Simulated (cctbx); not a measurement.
**A crystallographic session in cctbx: CrCdMo**

Library: cctbx 2025.11. The data are simulated by the first script.

## 1. Simulate the data

run.py:

```python
from cctbx import adptbx, crystal, miller, sgtbx, xray
from cctbx.array_family import flex
from iotbx.shelx import hklf
from scitbx import matrix
import scitbx.random

cs = crystal.symmetry(unit_cell=(4.96, 5.395, 7.15, 90, 90, 90), space_group_symbol='Hall: -I 2b 2')  # Imma
atoms = [  # label, site, U (iso, or U11 U22 U33 U12 U13 U23 in A^2), occupancy
    ("Cd1", (0.75, 0.75, 0.25), (0.0104, 0.0130, 0.0124, 0.0000, 0.0020, 0.0000), 1),
    ("Mo1", (0.5, 0.25, 0.3744), (0.0101, 0.0097, 0.0103, 0.0000, 0.0000, 0.0000), 1),
    ("Cr1", (0.5, 0, 0), (0.0158, 0.0172, 0.0139, 0.0000, 0.0000, 0.0012), 1),
]
xs = xray.structure(crystal_symmetry=cs)
for label, site, u, occ in atoms:
    u = adptbx.u_cif_as_u_star(cs.unit_cell(), u) if isinstance(u, tuple) else u
    xs.add_scatterer(xray.scatterer(label, site=site, u=u, occupancy=occ))
xs.set_inelastic_form_factors(0.71073, "sasaki")
xs.show_summary()
p1 = xs.expand_to_p1()
ms = miller.build_set(p1, anomalous_flag=True, d_min=0.7)
flex.set_random_seed(974282)
scitbx.random.set_random_seed(974282)
ms = ms.select(flex.random_double(ms.size()) < 0.7)
i = ms.structure_factors_from_scatterers(p1, algorithm="direct").f_calc().as_intensity_array().data()
i = i * 5000 / flex.max(i)
sig = flex.sqrt(i + flex.pow2(0.03 * i) + 8 ** 2)
noise = scitbx.random.variate(scitbx.random.normal_distribution())(i.size())
data = ms.array(data=i + sig * noise, sigmas=sig).set_observation_type_xray_intensity()
with open("data.hkl", "w") as f:
    data.export_as_shelx_hklf(f)
print("reflections written:", data.size(), " <I/sigma> = %.1f" % flex.mean(data.data() / data.sigmas()))
for h, a, b in list(data.sort("data"))[:12]:
    print("%4d%4d%4d %9.1f %7.1f" % (h + (a, b)))
```

```console
$ python run.py
```

```text
Number of scatterers: 3
At special positions: 3
Unit cell: (4.96, 5.395, 7.15, 90, 90, 90)
Space group: I m m a (No. 74)
reflections written: 1684  <I/sigma> = 6.1
   0  -4   0    4912.6   166.0
  -2   2  -4    4780.9   154.1
   0  -1   3    4761.2   150.7
   0   1  -3    4754.2   150.7
   2   2  -4    4727.9   154.1
  -2   1   1    4683.9   151.3
   2   1  -1    4669.1   151.3
  -2   2   4    4629.6   154.1
   2   1   1    4609.7   151.3
   2  -1  -1    4606.9   151.3
  -2  -1  -1    4581.5   151.3
  -4   0   0    4501.9   148.7
```

It took 0.39 s on 1 thread of Arm Neoverse N1 (shared host), peak memory 0.07 GiB.

## 2. Refinement (right model, isotropic)

run.py:

```python
import math
from cctbx import adptbx, crystal, maptbx, sgtbx, xray
from cctbx.array_family import flex
from cctbx.xray import observations
from iotbx.shelx import hklf
from scitbx.lstbx import normal_eqns_solving
from smtbx import absolute_structure, utils
from smtbx.refinement import constraints, least_squares

cs = crystal.symmetry(unit_cell=(4.96, 5.395, 7.15, 90, 90, 90), space_group_symbol='Hall: -I 2b 2')  # Imma
atoms = [  # label, site, U (iso, or U11 U22 U33 U12 U13 U23 in A^2), occupancy
    ("Cd1", (0.75, 0.75, 0.25), 0.0200, 1),
    ("Mo1", (0.5, 0.25, 0.3821), 0.0200, 1),
    ("Cr1", (0.5, 0, 0), 0.0200, 1),
]
xs = xray.structure(crystal_symmetry=cs)
for label, site, u, occ in atoms:
    u = adptbx.u_cif_as_u_star(cs.unit_cell(), u) if isinstance(u, tuple) else u
    xs.add_scatterer(xray.scatterer(label, site=site, u=u, occupancy=occ))
xs.set_inelastic_form_factors(0.71073, "sasaki")
raw = hklf.reader(file_name="data.hkl").as_miller_arrays(crystal_symmetry=cs, anomalous=True)[0]
merged = raw.eliminate_sys_absent().merge_equivalents()
fo2 = merged.array().set_observation_type_xray_intensity()
print("Rint %.3f, %d unique reflections to %.2f A" % (merged.r_int(), fo2.size(), fo2.d_min()))
for sc in xs.scatterers():
    sc.flags.set_grad_site(True)
    sc.flags.set_grad_u_aniso(sc.flags.use_u_aniso())
    sc.flags.set_grad_u_iso(sc.flags.use_u_iso())
obs = fo2.as_xray_observations()
extra = {}
rep = constraints.reparametrisation(xs, [], utils.connectivity_table(xs), **extra)
ls = least_squares.crystallographic_ls(obs, rep, weighting_scheme=least_squares.mainstream_shelx_weighting(a=0, b=0))
print("cycle     R1     wR2    GooF  max shift (A)")
for cycle in range(8):
    ls.build_up()
    r1, wr2, goof = ls.r1_factor(cutoff_factor=2)[0], ls.wR2(), ls.goof()
    old = xs.sites_cart()
    normal_eqns_solving.levenberg_marquardt_iterations(ls, n_max_iterations=3, tau=1e-06, step_threshold=1e-7)
    big = flex.max((xs.sites_cart() - old).norms())
    print("%4d %7.4f %7.4f %7.3f %9.5f" % (cycle + 1, r1, wr2, goof, big))
    ls.build_up(objective_only=True)
    if abs(ls.wR2() - wr2) < 5e-5 and big < 5e-4:
        break
ls.build_up()
print("final R1 %.4f wR2 %.4f GooF %.3f  parameters %d  data/parameter %.1f" % (ls.r1_factor(cutoff_factor=2)[0], ls.wR2(), ls.goof(), ls.n_parameters, fo2.size() / ls.n_parameters))
cov = ls.covariance_matrix_and_annotations()
su = dict(zip(cov.annotations, (math.sqrt(max(v, 0)) for v in cov.matrix.matrix_packed_u_diagonal())))
a2 = cs.unit_cell().reciprocal_parameters()[0] ** -2
print("atom        x        y        z      Ueq    occ   su(xyz)  su(Uiso or U11)")
for sc in xs.scatterers():
    s = max(su.get(sc.label + k, 0) for k in (".x", ".y", ".z"))
    npd = "" if sc.is_positive_definite_u(cs.unit_cell()) else "  NPD"
    print("%-5s %8.5f %8.5f %8.5f %8.4f %6.3f %8.5f %7.4f%s" % ((sc.label,) + sc.site + (sc.u_iso_or_equiv(cs.unit_cell()), sc.occupancy, s, su.get(sc.label + ".uiso", su.get(sc.label + ".u11", 0) * a2), npd)))
fo = fo2.f_sq_as_f()
fc = fo.structure_factors_from_scatterers(xs, algorithm="direct").f_calc()
diff = fo.f_obs_minus_f_calc(1 / math.sqrt(ls.scale_factor()), fc).average_bijvoet_mates()
m = diff.fft_map(symmetry_flags=maptbx.use_space_group_symmetry, resolution_factor=0.25).apply_volume_scaling()
print("difference map: max %.2f min %.2f rms %.2f" % (m.statistics().max(), m.statistics().min(), m.statistics().sigma()))
peaks = m.peak_search(parameters=maptbx.peak_search_parameters(min_distance_sym_equiv=0.6, max_clusters=6)).all()
near = xs.closest_distances(peaks.sites(), distance_cutoff=4)
sps = cs.special_position_settings(min_distance_sym_equiv=0.5)
for k, (x, h) in enumerate(zip(peaks.sites(), peaks.heights())):
    ss = sps.site_symmetry(x)
    print("Q%-3d %7.4f %7.4f %7.4f %4d %7.2f  %.2f A from %s" % ((k + 1,) + tuple(t % 1 for t in ss.exact_site()) + (ss.multiplicity(), h, near.smallest_distances[k], xs.scatterers()[near.i_seqs[k]].label)))
```

```console
$ python run.py
```

```text
Rint 0.037, 179 unique reflections to 0.70 A
cycle     R1     wR2    GooF  max shift (A)
   1  0.1343  0.2704   8.306   0.05384
   2  0.0240  0.0503   1.544   0.00000
final R1 0.0240 wR2 0.0503 GooF 1.544  parameters 4  data/parameter 44.8
atom        x        y        z      Ueq    occ   su(xyz)  su(Uiso or U11)
Cd1    0.75000  0.75000  0.25000   0.0121  1.000  0.00000  0.0002
Mo1    0.50000  0.25000  0.37457   0.0104  1.000  0.00013  0.0002
Cr1    0.50000  0.00000  0.00000   0.0163  1.000  0.00000  0.0004
difference map: max 1.98 min -3.33 rms 0.40
Q1    0.2044  0.2500  0.6964    8    2.07  0.44 A from Cd1
Q2    0.0000  0.2500  0.1688    4    1.87  0.31 A from Mo1
Q3    0.0000  0.0786  0.4765    8    1.39  0.46 A from Cr1
Q4    0.0000  0.2500  0.9074    4    1.14  1.56 A from Mo1
Q5    0.2091  0.2500  0.0649    8    1.05  1.12 A from Mo1
Q6    0.0000  0.1278  0.6871    8    0.95  1.47 A from Cd1
```

Time: 0.56 s.

## 3. Refinement (right model, anisotropic)

run.py, as its changes from the last script of this kind:

```diff
@@ -12,3 +12,3 @@
-    ("Cd1", (0.75, 0.75, 0.25), 0.0200, 1),
-    ("Mo1", (0.5, 0.25, 0.3821), 0.0200, 1),
-    ("Cr1", (0.5, 0, 0), 0.0200, 1),
+    ("Cd1", (0.75, 0.75, 0.25), 0.0121, 1),
+    ("Mo1", (0.5, 0.25, 0.37457), 0.0104, 1),
+    ("Cr1", (0.5, 0, 0), 0.0163, 1),
@@ -20,0 +21 @@
+xs.convert_to_anisotropic()
```

```console
$ python run.py
```

```text
Rint 0.037, 179 unique reflections to 0.70 A
cycle     R1     wR2    GooF  max shift (A)
   1  0.0241  0.0503   1.581   0.00039
   2  0.0149  0.0304   0.957   0.00000
final R1 0.0149 wR2 0.0304 GooF 0.957  parameters 12  data/parameter 14.9
atom        x        y        z      Ueq    occ   su(xyz)  su(Uiso or U11)
Cd1    0.75000  0.75000  0.25000   0.0121  1.000  0.00000  0.0002
Mo1    0.50000  0.25000  0.37451   0.0103  1.000  0.00008  0.0002
Cr1    0.50000  0.00000  0.00000   0.0160  1.000  0.00000  0.0005
difference map: max 1.34 min -1.33 rms 0.28
Q1    0.0000  0.1394  0.6974    8    1.43  1.43 A from Cd1
Q2    0.0000  0.1441  0.1900    8    0.88  0.73 A from Mo1
Q3    0.1476  0.2500  0.9705    8    0.87  1.33 A from Mo1
Q4    0.2500  0.0627  0.2500    8    0.77  1.69 A from Cd1
Q5    0.0000  0.1377  0.4364    8    0.74  0.87 A from Cr1
Q6    0.1932  0.0524  0.4608   16    0.72  1.04 A from Cr1
```

Time: 0.54 s.

## 4. Refinement

run.py, as its changes from the last script of this kind:

```diff
@@ -13,2 +13,2 @@
-    ("Mo1", (0.5, 0.25, 0.37457), 0.0104, 1),
-    ("Cr1", (0.5, 0, 0), 0.0163, 1),
+    ("Cr1", (0.5, 0.25, 0.37457), 0.0104, 1),
+    ("Mo1", (0.5, 0, 0), 0.0163, 1),
@@ -35 +35 @@
-for cycle in range(8):
+for cycle in range(12):
```

```console
$ python run.py
```

```text
Rint 0.037, 179 unique reflections to 0.70 A
cycle     R1     wR2    GooF  max shift (A)
   1  0.3821  0.6845  21.526   0.00031
   2  0.1674  0.3676  11.561   0.00006
   3  0.1667  0.3674  11.555   0.00000
final R1 0.1667 wR2 0.3674 GooF 11.555  parameters 12  data/parameter 14.9
atom        x        y        z      Ueq    occ   su(xyz)  su(Uiso or U11)
Cd1    0.75000  0.75000  0.25000   0.0087  1.000  0.00000  0.0026
Cr1    0.50000  0.25000  0.37453  -0.0166  1.000  0.00112  0.0027  NPD
Mo1    0.50000  0.00000  0.00000   0.0391  1.000  0.00000  0.0071
difference map: max 29.31 min -8.23 rms 3.07
Q1    0.0000  0.2500  0.1275    4   29.32  0.01 A from Cr1
Q2    0.2500  0.2500  0.7500    4   16.68  0.00 A from Cd1
Q3    0.0639  0.2500  0.3926    8    4.27  1.58 A from Mo1
Q4    0.0650  0.2500  0.6167    8    4.00  1.32 A from Cd1
Q5    0.1011  0.2500  0.9775    8    3.44  1.17 A from Cr1
Q6    0.1632  0.1122  0.0373   16    3.10  1.27 A from Cr1
```

Time: 0.61 s.

This run holds a fault made on purpose: elements exchanged: Mo1 is Cr and Cr1 is Mo.

## 5. Refinement

run.py, as its changes from the last script of this kind:

```diff
@@ -13,2 +13,2 @@
-    ("Cr1", (0.5, 0.25, 0.37457), 0.0104, 1),
-    ("Mo1", (0.5, 0, 0), 0.0163, 1),
+    ("Mo1", (0.5, 0.25, 0.37457), 0.0104, 1),
+    ("Ge1", (0.5, 0, 0), 0.0163, 1),
```

```console
$ python run.py
```

```text
Rint 0.037, 179 unique reflections to 0.70 A
cycle     R1     wR2    GooF  max shift (A)
   1  0.1289  0.2491   7.833   0.00066
   2  0.0535  0.1068   3.360   0.00000
final R1 0.0535 wR2 0.1068 GooF 3.359  parameters 12  data/parameter 14.9
atom        x        y        z      Ueq    occ   su(xyz)  su(Uiso or U11)
Cd1    0.75000  0.75000  0.25000   0.0100  1.000  0.00000  0.0007
Mo1    0.50000  0.25000  0.37448   0.0084  1.000  0.00030  0.0008
Ge1    0.50000  0.00000  0.00000   0.0332  1.000  0.00000  0.0020
difference map: max 3.27 min -5.18 rms 0.87
Q1    0.0000  0.2500  0.1565    4    3.36  0.22 A from Mo1
Q2    0.2500  0.2500  0.7500    4    2.64  0.00 A from Cd1
Q3    0.0000  0.1862  0.5166    8    2.38  1.01 A from Ge1
Q4    0.0000  0.1583  0.4159    8    2.33  1.04 A from Ge1
Q5    0.0000  0.0249  0.6319    8    1.95  0.95 A from Ge1
Q6    0.0000  0.2500  0.6581    4    1.81  1.40 A from Cd1
```

Time: 0.55 s.

This run holds a fault made on purpose: wrong element: Ge1 is Cr.

## 6. Refinement

run.py, as its changes from the last script of this kind:

```diff
@@ -14 +14 @@
-    ("Ge1", (0.5, 0, 0), 0.0163, 1),
+    ("Cr1", (0.5, 0, 0), 0.0163, 1),
@@ -20 +20 @@
-xs.set_inelastic_form_factors(0.71073, "sasaki")
+xs.set_inelastic_form_factors(1.54184, "sasaki")
```

```console
$ python run.py
```

```text
Rint 0.037, 179 unique reflections to 0.70 A
cycle     R1     wR2    GooF  max shift (A)
   1  0.0390  0.0823   2.589   0.00020
   2  0.0185  0.0395   1.243   0.00000
final R1 0.0185 wR2 0.0395 GooF 1.243  parameters 12  data/parameter 14.9
atom        x        y        z      Ueq    occ   su(xyz)  su(Uiso or U11)
Cd1    0.75000  0.75000  0.25000   0.0131  1.000  0.00000  0.0003
Mo1    0.50000  0.25000  0.37454   0.0126  1.000  0.00011  0.0003
Cr1    0.50000  0.00000  0.00000   0.0135  1.000  0.00000  0.0007
difference map: max 1.37 min -1.43 rms 0.34
Q1    0.0000  0.1331  0.6975    8    1.42  1.44 A from Cd1
Q2    0.0891  0.0000  0.5000    8    1.13  0.44 A from Cr1
Q3    0.0000  0.0292  0.5583    8    1.12  0.45 A from Cr1
Q4    0.0000  0.0893  0.4816    8    1.08  0.50 A from Cr1
Q5    0.0000  0.1288  0.1938    8    0.93  0.82 A from Mo1
Q6    0.1559  0.2500  0.9664    8    0.80  1.38 A from Mo1
```

It took 0.54 s on 1 thread of Arm Neoverse N1, on a shared host, peak memory 0.09 GiB.

This run holds a fault made on purpose: dispersion terms of the wrong wavelength.

[Logs are printed without paths, hosts, clocks, repeated set-up lines and the standing remarks that a program may print on its own settings, such as how far it seeks lower states.]
